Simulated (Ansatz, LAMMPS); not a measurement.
# Which site? Ge in place of Si in amorphous Si0.7Ge0.3 (120 atoms)

Aim: make Ge in place of Si at several sites of amorphous Si0.7Ge0.3 (120 atoms), relax each, and compare their energies.

Calculated with Ansatz 0.2.0; Kohn-Sham DFT, PBE, PAW (set soft_2), plane waves.

### Step 1. The starting structure

The cell holds 120 atoms: 84 Si and 36 Ge. Its edges and angles: a = 13.770 Å, b = 13.770 Å, c = 13.770 Å, α = 90.0°, β = 90.0°, γ = 90.0°. 120 atoms (84 Si, 36 Ge) placed at random at 3.16 g/cm³, melted at 3500 K for 10 ps at fixed volume with the Tersoff potential (Tersoff, Phys. Rev. B 39, 5566 (1989)). Quenched from 3500 K to 700 K at 30 K/ps and fixed volume, held 5 ps, then minimised at fixed cell.

What the set-up can't give: The quench rate of 30 K/ps far exceeds what a furnace or splat quench reaches, so expect more defects and frozen-in strain than in a real sample. The network of bonds at the start is that of the classical potential that made the cell, and needn't be the one that DFT or experiment would give. Sampling is at Γ alone, for a cell whose shortest periodic width is 14 Å.

### Step 2. Single point at the start

The forces at the start show how far the geometry lies from a minimum of this functional.

Input file input.yaml:

```yaml
crystal:
  lattice:
    - [13.7704, 0.0, 0.0]
    - [0.0, 13.7704, 0.0]
    - [0.0, 0.0, 13.7704]
  atoms:
    - { symbol: Si, position: [0.82817, 0.31382, 0.25925] }
    - { symbol: Si, position: [0.28916, 0.06057, 0.01332] }
    - { symbol: Si, position: [0.19946, 0.93086, 0.08946] }
    - { symbol: Si, position: [0.27107, 0.73087, 0.86859] }
    - { symbol: Si, position: [0.7912, 0.51752, 0.44745] }
    - { symbol: Si, position: [0.28139, 0.0303, 0.44248] }
    - { symbol: Si, position: [0.86604, 0.0414, 0.11582] }
    - { symbol: Si, position: [0.59915, 0.66848, 0.27921] }
    - { symbol: Si, position: [0.40296, 0.2722, 0.1396] }
    - { symbol: Si, position: [0.81139, 0.75902, 0.08202] }
    - { symbol: Si, position: [0.3719, 0.74763, 0.44397] }
    - { symbol: Si, position: [0.75976, 0.11693, 0.47498] }
    - { symbol: Si, position: [0.56412, 0.34667, 0.87447] }
    - { symbol: Si, position: [0.64626, 0.12135, 0.34573] }
    - { symbol: Si, position: [0.9064, 0.74168, 0.53717] }
    - { symbol: Si, position: [0.6327, 0.47762, 0.48946] }
    - { symbol: Si, position: [0.18389, 0.02794, 0.71091] }
    - { symbol: Si, position: [0.43347, 0.45342, 0.90489] }
    - { symbol: Si, position: [0.53923, 0.76905, 0.40934] }
    - { symbol: Si, position: [0.70622, 0.3364, 0.76865] }
    - { symbol: Si, position: [0.30454, 0.35293, 0.26402] }
    - { symbol: Si, position: [0.13106, 0.51374, 0.49473] }
    - { symbol: Si, position: [0.13391, 0.6258, 0.85323] }
    - { symbol: Si, position: [0.08502, 0.60377, 0.16688] }
    - { symbol: Si, position: [0.2091, 0.24323, 0.65548] }
    - { symbol: Si, position: [0.17882, 0.19213, 0.96449] }
    - { symbol: Si, position: [0.7659, 0.62741, 0.31479] }
    - { symbol: Si, position: [0.07723, 0.78567, 0.58427] }
    - { symbol: Si, position: [0.65703, 0.36658, 0.01717] }
    - { symbol: Si, position: [0.90509, 0.15767, 0.24289] }
    - { symbol: Si, position: [0.66309, 0.78422, 0.00289] }
    - { symbol: Si, position: [0.03844, 0.07473, 0.48259] }
    - { symbol: Si, position: [0.56476, 0.62964, 0.5261] }
    - { symbol: Si, position: [0.72658, 0.15555, 0.8105] }
    - { symbol: Si, position: [0.61183, 0.94256, 0.95566] }
    - { symbol: Si, position: [0.04693, 0.14976, 0.06211] }
    - { symbol: Si, position: [0.85594, 0.58765, 0.59257] }
    - { symbol: Si, position: [0.8966, 0.06812, 0.38866] }
    - { symbol: Si, position: [0.81534, 0.88682, 0.74975] }
    - { symbol: Si, position: [0.88076, 0.73503, 0.8038] }
    - { symbol: Si, position: [0.25325, 0.64199, 0.18834] }
    - { symbol: Si, position: [0.78678, 0.90572, 0.18202] }
    - { symbol: Si, position: [0.3416, 0.40296, 0.03976] }
    - { symbol: Si, position: [0.87458, 0.37132, 0.41491] }
    - { symbol: Si, position: [0.30289, 0.46905, 0.51322] }
    - { symbol: Si, position: [0.20321, 0.89177, 0.82229] }
    - { symbol: Si, position: [0.65697, 0.35075, 0.60354] }
    - { symbol: Si, position: [0.41228, 0.09815, 0.12848] }
    - { symbol: Si, position: [0.5214, 0.5217, 0.23096] }
    - { symbol: Si, position: [0.99519, 0.41356, 0.74696] }
    - { symbol: Si, position: [0.1314, 0.33203, 0.26706] }
    - { symbol: Si, position: [0.64524, 0.99642, 0.22246] }
    - { symbol: Si, position: [0.6527, 0.70756, 0.64939] }
    - { symbol: Si, position: [0.51537, 0.76377, 0.75333] }
    - { symbol: Si, position: [0.3073, 0.10584, 0.60535] }
    - { symbol: Si, position: [0.03895, 0.9088, 0.9069] }
    - { symbol: Si, position: [0.12784, 0.03249, 0.33918] }
    - { symbol: Si, position: [0.93681, 0.77199, 0.96274] }
    - { symbol: Si, position: [0.8475, 0.90658, 0.34156] }
    - { symbol: Si, position: [0.72639, 0.9416, 0.48162] }
    - { symbol: Si, position: [0.93841, 0.27232, 0.65677] }
    - { symbol: Si, position: [0.06535, 0.43303, 0.1394] }
    - { symbol: Si, position: [0.35536, 0.50515, 0.18319] }
    - { symbol: Si, position: [0.77144, 0.82616, 0.59849] }
    - { symbol: Si, position: [0.49866, 0.2861, 0.6371] }
    - { symbol: Si, position: [0.42038, 0.20381, 0.50625] }
    - { symbol: Si, position: [0.59011, 0.07306, 0.07663] }
    - { symbol: Si, position: [0.03107, 0.7214, 0.28741] }
    - { symbol: Si, position: [0.7874, 0.5897, 0.14695] }
    - { symbol: Si, position: [0.01584, 0.53323, 0.62764] }
    - { symbol: Si, position: [0.3586, 0.67175, 0.72329] }
    - { symbol: Si, position: [0.39063, 0.01126, 0.28449] }
    - { symbol: Si, position: [0.82801, 0.3692, 0.98364] }
    - { symbol: Si, position: [0.80278, 0.27219, 0.54353] }
    - { symbol: Si, position: [0.34361, 0.97873, 0.87375] }
    - { symbol: Si, position: [0.76607, 0.61097, 0.75817] }
    - { symbol: Si, position: [0.38766, 0.35033, 0.41319] }
    - { symbol: Si, position: [0.63159, 0.67941, 0.86407] }
    [... 36 atom lines left out ...]
    - { symbol: Ge, position: [0.67683, 0.98127, 0.79651] }
    - { symbol: Ge, position: [0.88446, 0.43274, 0.13564] }
    - { symbol: Ge, position: [0.41249, 0.72577, 0.00938] }
    - { symbol: Ge, position: [0.75183, 0.11169, 0.99325] }
    - { symbol: Ge, position: [0.11835, 0.17048, 0.79868] }
    - { symbol: Ge, position: [0.95592, 0.98327, 0.76667] }
kpoints:
  mp_grid: { grid: [1, 1, 1] }
hamiltonian:
  xc: pbe
scf:
  occupations: { method: fermi_dirac, width: 0.025 }
output:
  forces: true
```

Started as:

```bash
> ansatz run input.yaml --threads 4 --pin off --max-ram 15872MiB --backend cpu --events-out ev --progress --plain --runs-dir out
```

What it wrote:

```text
Engine: ansatz 0.2.0, x86_64-unknown-linux-gnu
Pseudopotentials: kind: paw
Pseudopotential: Si, paw, valence charge 4, recommended cutoff 420 eV (normal), Si.paw.azcp
Pseudopotential: Ge, paw, valence charge 14, recommended cutoff 420 eV (normal), Ge.paw.azcp
[... 5 lines on functional and potentials left out ...]
Crystal: 120 atoms, lattice volume = 2611.197 Å³
Basis set: ecut = 420 eV, 50883 PW (Γ), exchange–correlation on 192×192×192 points (8 copies of the dense FFT grid, shifted against one another)
Bands: 540, of which v1, the nominal top of the filled ones, is band 420 counted from 1 (419 counted from 0)
Symmetry: 1 space group operations
Space group: P1 (ITA 1), of the structure as read, at distance tolerance 1.4e-4 Å
k-points: 1
[... 5 lines on functional and potentials left out ...]
Initial density: superposition of atomic densities (neutral atoms: chi_scale 0, normalization atom), corrected by the library's trained network
Initial wavefunctions: pseudopotential atomic-orbital guess
Functional: x = pbe(κ = 0.804, μ = 0.219515), c = pbe(β = 0.066725)
SCF iter   1: F=—  HF=-207995.000305 eV  |F-HF|=—  |Δ(HF+E_count)|=         —  Δρ=3.52e-3  dr2=1.41e0  ethr=1.77e-3  ⟨swp⟩=6.0  Hψ=2172  notcnv=0  defer=28
preconditioner: auto → LDOS  [insulator: Δε(μ)=0.086 eV  Ē_g=7.526 eV  σ=0.025 eV  W_gap=0.69  n_scr=484 (ndim 8)  ℏωp=15.9 eV  f_vac=0.021  D(μ)=27.09/eV (n_scr^D=122)  ε∞_Penn≈5.5  β→1.0]
SCF iter   2: F=—  HF=-207994.890036 eV  |F-HF|=—  |Δ(HF+E_count)|=   1.10e-1  Δρ=1.87e-3  dr2=3.87e-1  ethr=1.68e-4  ⟨swp⟩=3.0  Hψ=807  notcnv=0  defer=97
SCF iter   3: F=—  HF=-207994.823391 eV  |F-HF|=—  |Δ(HF+E_count)|=   6.66e-2  Δρ=5.25e-4  dr2=3.34e-2  ethr=4.61e-5  ⟨swp⟩=3.0  Hψ=694  notcnv=0  defer=97
SCF iter   4: F=—  HF=-207994.819116 eV  |F-HF|=—  |Δ(HF+E_count)|=   4.27e-3  Δρ=1.64e-4  dr2=2.39e-3  ethr=3.98e-6  ⟨swp⟩=2.0  Hψ=657  notcnv=0  defer=97
SCF iter   5: F=—  HF=-207994.818901 eV  |F-HF|=—  |Δ(HF+E_count)|=   2.15e-4  Δρ=6.26e-5  dr2=2.52e-4  ethr=2.85e-7  ⟨swp⟩=2.0  Hψ=815  notcnv=0  defer=97
SCF iter   6: F=—  HF=-207994.818940 eV  |F-HF|=—  |Δ(HF+E_count)|=   3.92e-5  Δρ=2.30e-5  dr2=3.46e-5  ethr=3.00e-8  ⟨swp⟩=2.0  Hψ=864  notcnv=0  defer=97
SCF iter   7: F=—  HF=-207994.819773 eV  |F-HF|=—  |Δ(HF+E_count)|=   8.33e-4  Δρ=8.73e-6  dr2=4.87e-6  ethr=4.12e-9  ⟨swp⟩=2.0  Hψ=951  notcnv=0  defer=97
SCF iter   8: F=—  HF=-207994.819772 eV  |F-HF|=—  |Δ(HF+E_count)|=   2.90e-7  Δρ=3.24e-6  dr2=8.14e-7  ethr=5.80e-10  ⟨swp⟩=2.0  Hψ=639  notcnv=0  defer=97
SCF iter   9: F=—  HF=-207994.819772 eV  |F-HF|=—  |Δ(HF+E_count)|=   4.05e-8  Δρ=1.24e-6  dr2=1.07e-7  ethr=9.69e-11  ⟨swp⟩=2.0  Hψ=651  notcnv=0  defer=97
SCF iter  10: F=-207994.819772 eV  HF=-207994.819772 eV  |F-HF|=1.36e-8  |Δ(HF+E_count)|=   4.86e-9  Δρ=5.05e-7  dr2=1.91e-8  ethr=1.19e-11  ⟨swp⟩=3.0  Hψ=1290  notcnv=0
SCF 1 converged in 10 iterations: F = -207994.819772 eV  dr2 = 1.91e-8
  greatest PAW one-centre occupation: 0.998 electrons in one spin orbital (limit 2), on the Ge atom at site 87 (counted from 0), in its partial waves of l = 2
SCF converged after 10 iterations
Free energy (F): -207994.819772 eV
Harris-Foulkes:  -207994.819772 eV  (|F-HF|=1.36e-8)
Internal energy: -207994.744064 eV  (E = F + TS)
E sigma→0 (E₀):  -207994.781918 eV
Entropy (-TS):   -0.075708 eV (-0.631 meV/atom)
Fermi energy:    6.665228 eV
--- Per-component energies (eV) ---
  E_band       = -5764.967000
  E_kinetic    = 7309.583473
  E_local      = -117394.559607  (includes V_loc(G=0)·N_el)
  E_nonlocal   = 17200.494093
  E_hartree    = 52367.433367
  E_xc         = -7320.092530
  E_vxc        = -6202.953573  (∫ρ·V_xc dr)
  E_paw        = -115745.946842  (= ΣΔE_a)
  E_vpaw       = -11412.417064  (= ΣTr[D̂ρ^β])
  E_aug_tail   = 0.011473  (compensation charges beyond the density's cutoff)
  E_ewald      = -44411.667493
  E_smearing   = -0.075708  (= −TS)
  E_closure    = 0.000000  (closes the sum)
  Σ components = -207994.819772   (vs F -207994.819772, Δ=0.00e0)
--- Forces (eV/Å), atoms counted from 1 ---
  atom   1  Si    -0.19193873    -0.07763112     0.16989066
  atom   2  Si    -0.00637185     0.20868198     0.08377692
  atom   3  Si    -0.26304890     0.27702755    -0.19201578
  atom   4  Si     0.06453108    -0.21770179    -0.42973644
  atom   5  Si     0.07915846     0.15509053    -0.26835211
  atom   6  Si    -0.19136058     0.36677948    -0.37546866
  atom   7  Si     0.05850909    -0.67988431    -0.35281968
  atom   8  Si     0.02569695     0.15284874     0.04166871
  atom   9  Si    -0.37189093    -0.07107588    -0.03570361
  atom  10  Si    -0.09131880     0.11049589     0.14671514
  atom  11  Si     0.66248395     0.07962292    -0.37927416
  atom  12  Si    -0.06617406    -0.65597283     0.20122209
  atom  13  Si     0.18031030    -0.16339946    -0.30306310
  atom  14  Si     0.77850108    -0.09975984     0.06099909
[...]
atom 119  Ge     0.46828487     0.13040478    -0.06676136
  atom 120  Ge    -0.02048277    -0.04571385     0.13661686
  max |Σ_I F_I| component: 2.52e-5 eV/Å
```

Run time: 44 s. Hardware: 4 threads of Intel Xeon Platinum 8259CL at 2.50GHz (Skylake/Cascade Lake), shared host; peak memory 3.7 GiB.

The r.m.s. force at the start is 0.26 eV/Å.

### Step 3. Relaxation

With the cell held, the atoms are moved downhill towards a nearby minimum.

Input file input.yaml:

```yaml
crystal:
  lattice:
    - [13.7704, 0.0, 0.0]
    - [0.0, 13.7704, 0.0]
    - [0.0, 0.0, 13.7704]
  atoms:
    [... the 120 atom lines of step 2 ...]
kpoints:
  mp_grid: { grid: [1, 1, 1] }
hamiltonian:
  xc: pbe
scf:
  occupations: { method: fermi_dirac, width: 0.025 }
output:
  forces: true
relax:
  f_tol: 0.05
  max_steps: 120
```

What it wrote:

```text
[...]
Crystal: 120 atoms, lattice volume = 2611.197 Å³
Basis set: ecut = 420 eV, 50883 PW (Γ), exchange–correlation on 192×192×192 points (8 copies of the dense FFT grid, shifted against one another)
Bands: 540, of which v1, the nominal top of the filled ones, is band 420 counted from 1 (419 counted from 0)
Symmetry: 1 space group operations
[...]
k-points: 1
[...]
SCF iter   1: F=—  HF=-207995.000306 eV  |F-HF|=—  |Δ(HF+E_count)|=         —  Δρ=3.52e-3  dr2=1.41e0  ethr=1.77e-3  ⟨swp⟩=6.0  Hψ=2172  notcnv=0  defer=28
[...]
SCF iter   5: F=—  HF=-207994.819792 eV  |F-HF|=—  |Δ(HF+E_count)|=   1.85e-4  Δρ=6.28e-5  dr2=2.53e-4  ethr=2.86e-7  ⟨swp⟩=2.0  Hψ=815  notcnv=0  defer=97
SCF iter   6: F=-207994.819750 eV  HF=-207994.819775 eV  |F-HF|=2.47e-5  |Δ(HF+E_count)|=   1.74e-5  Δρ=2.30e-5  dr2=3.48e-5  ethr=7.44e-9  ⟨swp⟩=2.0  Hψ=1621  notcnv=0
SCF 1 converged in 6 iterations: F = -207994.819750 eV  dr2 = 3.48e-5
[...]
relax step   1: F+E_penalty+E_count = -207994.81974981 eV  Δ(F+E_penalty+E_count) = +0.000e0 eV  max|allowed force component| = 8.680e-1 eV/Å  Δτ_max = 0.0000 Å  (6 SCF iters, dr2 threshold 6.25e-5 eV, accepted)
[...]
relax step   2: F+E_penalty+E_count = -207996.83176428 eV  Δ(F+E_penalty+E_count) = -2.012e0 eV  max|allowed force component| = 5.043e-1 eV/Å  Δτ_max = 0.1946 Å  (6 SCF iters, dr2 threshold 4.71e-5 eV, accepted)
[...]
relax step   3: F+E_penalty+E_count = -207997.36392530 eV  Δ(F+E_penalty+E_count) = -5.322e-1 eV  max|allowed force component| = 4.759e-1 eV/Å  Δτ_max = 0.1568 Å  (6 SCF iters, dr2 threshold 1.59e-5 eV, accepted)
relax step   4: F+E_penalty+E_count = -207997.55309636 eV  Δ(F+E_penalty+E_count) = -1.892e-1 eV  max|allowed force component| = 6.494e-1 eV/Å  Δτ_max = 0.2000 Å  (6 SCF iters, dr2 threshold 7.65e-5 eV, accepted)
relax step   5: F+E_penalty+E_count = -207997.72563569 eV  Δ(F+E_penalty+E_count) = -1.725e-1 eV  max|allowed force component| = 2.795e-1 eV/Å  Δτ_max = 0.1083 Å  (6 SCF iters, dr2 threshold 1.00e-4 eV, accepted)
relax step   6: F+E_penalty+E_count = -207997.72984288 eV  Δ(F+E_penalty+E_count) = -4.207e-3 eV  max|allowed force component| = 2.005e-1 eV/Å  Δτ_max = 0.2000 Å  (6 SCF iters, dr2 threshold 1.45e-5 eV, accepted)
relax step   7: F+E_penalty+E_count = -207997.80181098 eV  Δ(F+E_penalty+E_count) = -7.197e-2 eV  max|allowed force component| = 6.899e-2 eV/Å  Δτ_max = 0.1032 Å  (6 SCF iters, dr2 threshold 7.45e-6 eV, accepted)
relax step   8: F+E_penalty+E_count = -207997.80953252 eV  Δ(F+E_penalty+E_count) = -7.722e-3 eV  max|allowed force component| = 5.225e-2 eV/Å  Δτ_max = 0.0372 Å  (7 SCF iters, accepted)
relax step   9: F+E_penalty+E_count = -207997.81494947 eV  Δ(F+E_penalty+E_count) = -5.417e-3 eV  max|allowed force component| = 4.271e-2 eV/Å  Δτ_max = 0.0346 Å  (7 SCF iters, accepted)
[...]
relax step  10: F+E_penalty+E_count = -207997.81982010 eV  Δ(F+E_penalty+E_count) = -4.871e-3 eV  max|allowed force component| = 2.889e-2 eV/Å  Δτ_max = 0.0673 Å  (7 SCF iters, accepted)
SCF converged after 7 iterations
Free energy (F): -207997.819820 eV
[...]
Internal energy: -207997.805592 eV  (E = F + TS)
E sigma→0 (E₀):  -207997.812706 eV
Entropy (-TS):   -0.014228 eV (-0.119 meV/atom)
Fermi energy:    6.628084 eV
[...]
Σ components = -207997.819820   (vs F -207997.819820, Δ=0.00e0)
--- Forces (eV/Å), atoms counted from 1 ---
  atom   1  Si     0.00446820    -0.00133370    -0.00080390
  atom   2  Si     0.00142306    -0.00376627     0.00087382
  atom   3  Si    -0.00083725     0.00063033    -0.00266086
  atom   4  Si     0.00230825     0.00032157    -0.00056599
[...]
atom 120  Ge    -0.00438877     0.00002297     0.00286050
  max |Σ_I F_I| component: 5.72e-5 eV/Å
--- Relaxed structure (10 steps of the walk, 10 accepted, 0 SCFs on fresh bases) ---
  F+E_penalty+E_count = -207997.81982010 eV   max|allowed force component| = 2.889e-2 eV/Å
  atoms:
    - { symbol: Si, position: [0.829758, 0.308887, 0.251554] }
    - { symbol: Si, position: [0.288323, 0.061399, 0.021405] }
    - { symbol: Si, position: [0.198284, 0.931046, 0.099810] }
    - { symbol: Si, position: [0.260506, 0.726345, 0.847875] }
[...]
- { symbol: Ge, position: [0.953661, 0.981841, 0.758227] }
```

Run time: 4.8 min. Hardware: 4 threads; peak memory 3.7 GiB.

The relaxation converged after 10 steps, 3.00 eV below its start, with a largest force component of 0.029 eV/Å.

### Step 4. Single point at the relaxed geometry

One more single point at the end of the walk gives the fuller output and checks the residual forces.

Input file input.yaml:

```yaml
crystal:
  lattice:
    - [13.7704, 0.0, 0.0]
    - [0.0, 13.7704, 0.0]
    - [0.0, 0.0, 13.7704]
  atoms:
    - { symbol: Si, position: [0.82976, 0.30889, 0.25155] }
    - { symbol: Si, position: [0.28832, 0.0614, 0.0214] }
    - { symbol: Si, position: [0.19828, 0.93105, 0.09981] }
    - { symbol: Si, position: [0.26051, 0.72634, 0.84788] }
    - { symbol: Si, position: [0.79363, 0.50913, 0.42992] }
    - { symbol: Si, position: [0.27653, 0.03968, 0.40755] }
    [... 108 atom lines left out ...]
    - { symbol: Ge, position: [0.67889, 0.9853, 0.79737] }
    - { symbol: Ge, position: [0.8866, 0.43574, 0.1306] }
    - { symbol: Ge, position: [0.42109, 0.7339, 0.02782] }
    - { symbol: Ge, position: [0.75378, 0.14354, 0.99502] }
    - { symbol: Ge, position: [0.14494, 0.15546, 0.79397] }
    - { symbol: Ge, position: [0.95366, 0.98184, 0.75823] }
kpoints:
  mp_grid: { grid: [1, 1, 1] }
hamiltonian:
  xc: pbe
scf:
  occupations: { method: fermi_dirac, width: 0.025 }
output:
  forces: true
  stress: true
  populations: intrinsic
  dos:
    method: { smearing: { sigma: 0.08 } }
    de: 0.1
    projected: { site_lists: { Ge: [Ge], Si: [Si] } }
  eigenvalues: true
  write_density: true
  write_potential: true
  volumetric_format: npy
  elf: true
```

What it wrote:

```text
[...]
Crystal: 120 atoms, lattice volume = 2611.197 Å³
Basis set: ecut = 420 eV, 50883 PW (Γ), exchange–correlation on 192×192×192 points (8 copies of the dense FFT grid, shifted against one another)
Bands: 540, of which v1, the nominal top of the filled ones, is band 420 counted from 1 (419 counted from 0)
Symmetry: 1 space group operations
[...]
k-points: 1
[...]
SCF iter   1: F=—  HF=-207997.966525 eV  |F-HF|=—  |Δ(HF+E_count)|=         —  Δρ=3.30e-3  dr2=9.23e-1  ethr=1.77e-3  ⟨swp⟩=6.0  Hψ=2181  notcnv=0  defer=31
[...]
SCF iter  10: F=-207997.819820 eV  HF=-207997.819820 eV  |F-HF|=8.29e-9  |Δ(HF+E_count)|=   1.23e-7  Δρ=6.29e-7  dr2=2.07e-8  ethr=1.19e-11  ⟨swp⟩=16.0  Hψ=3967  notcnv=0
SCF 1 converged in 10 iterations: F = -207997.819820 eV  dr2 = 2.07e-8
[...]
SCF converged after 10 iterations
Free energy (F): -207997.819820 eV
[...]
Internal energy: -207997.805598 eV  (E = F + TS)
E sigma→0 (E₀):  -207997.812709 eV
Entropy (-TS):   -0.014222 eV (-0.119 meV/atom)
Fermi energy:    6.628090 eV
[...]
--- Forces (eV/Å), atoms counted from 1 ---
  atom   1  Si     0.00443921    -0.00138470    -0.00029298
  atom   2  Si     0.00191125    -0.00392969     0.00163981
  atom   3  Si    -0.00025680     0.00005424    -0.00283111
  atom   4  Si     0.00161277     0.00058092    -0.00037046
  atom   5  Si     0.00408337    -0.00154370     0.00241500
  atom   6  Si     0.01292884     0.00852415     0.02673364
  atom   7  Si     0.01076903     0.00054404    -0.00102498
  atom   8  Si     0.00075602     0.00542501     0.00095832
  atom   9  Si     0.00437085    -0.00177139    -0.00221105
  atom  10  Si    -0.00063916    -0.00284180     0.00047211
  atom  11  Si     0.00203763     0.00264223     0.00618361
  atom  12  Si    -0.00202151     0.00140526     0.00239628
  atom  13  Si    -0.00468650    -0.00026512     0.00290097
  atom  14  Si    -0.00977298    -0.00333188     0.00213713
[...]
atom 119  Ge    -0.00751767     0.00139096    -0.00665411
  atom 120  Ge    -0.00396286     0.00032387     0.00245920
  max |Σ_I F_I| component: 2.56e-5 eV/Å
--- Stress (GPa, compression-positive) ---
       -0.861589       0.751888       0.177166
        0.751888      -1.820960       0.033404
        0.177166       0.033404      -0.610860
  P = ⅓ Tr σ = -1.0978 GPa (-10.978 kbar)
--- Band table (eV) ---
[...]
--- intrinsic populations: 120 sites ---
  site symbol       q [e]
     0     Si      3.9461
     1     Si      3.9785
     2     Si      3.9400
[...]
119     Ge     14.0149
  spilling = -0.000000 (of n_electrons = 840.000000)
```

Wall time 76 s (4 threads); peak memory 3.8 GiB.

The run gave:

```yaml
free_energy: -207997.8198 eV
free_energy_per_atom: -1733.3152 eV/atom
scf_cycles: 10
pressure: -1.098 GPa
r_m_s_force_component: 0.00573 eV/Å
longest_force: 0.03793 eV/Å
fermi_energy: 6.628 eV
spacing_of_highest_filled_and_lowest_empty_level: 0.1715 eV
levels_partly_filled_by_over_2_per_cent: 2
```

(Part 1 of 3 ends here.)

[Long decimals in the printed logs are rounded to 6 places.]

[Logs are printed without paths, hosts, clocks, repeated set-up lines and the standing remarks that a program may print on its own settings, such as how far it seeks lower states.]

[Hosts, paths, dates, database ids (printed as entryN), source tags and the programs' standing remarks are cut or masked in the printed files.]
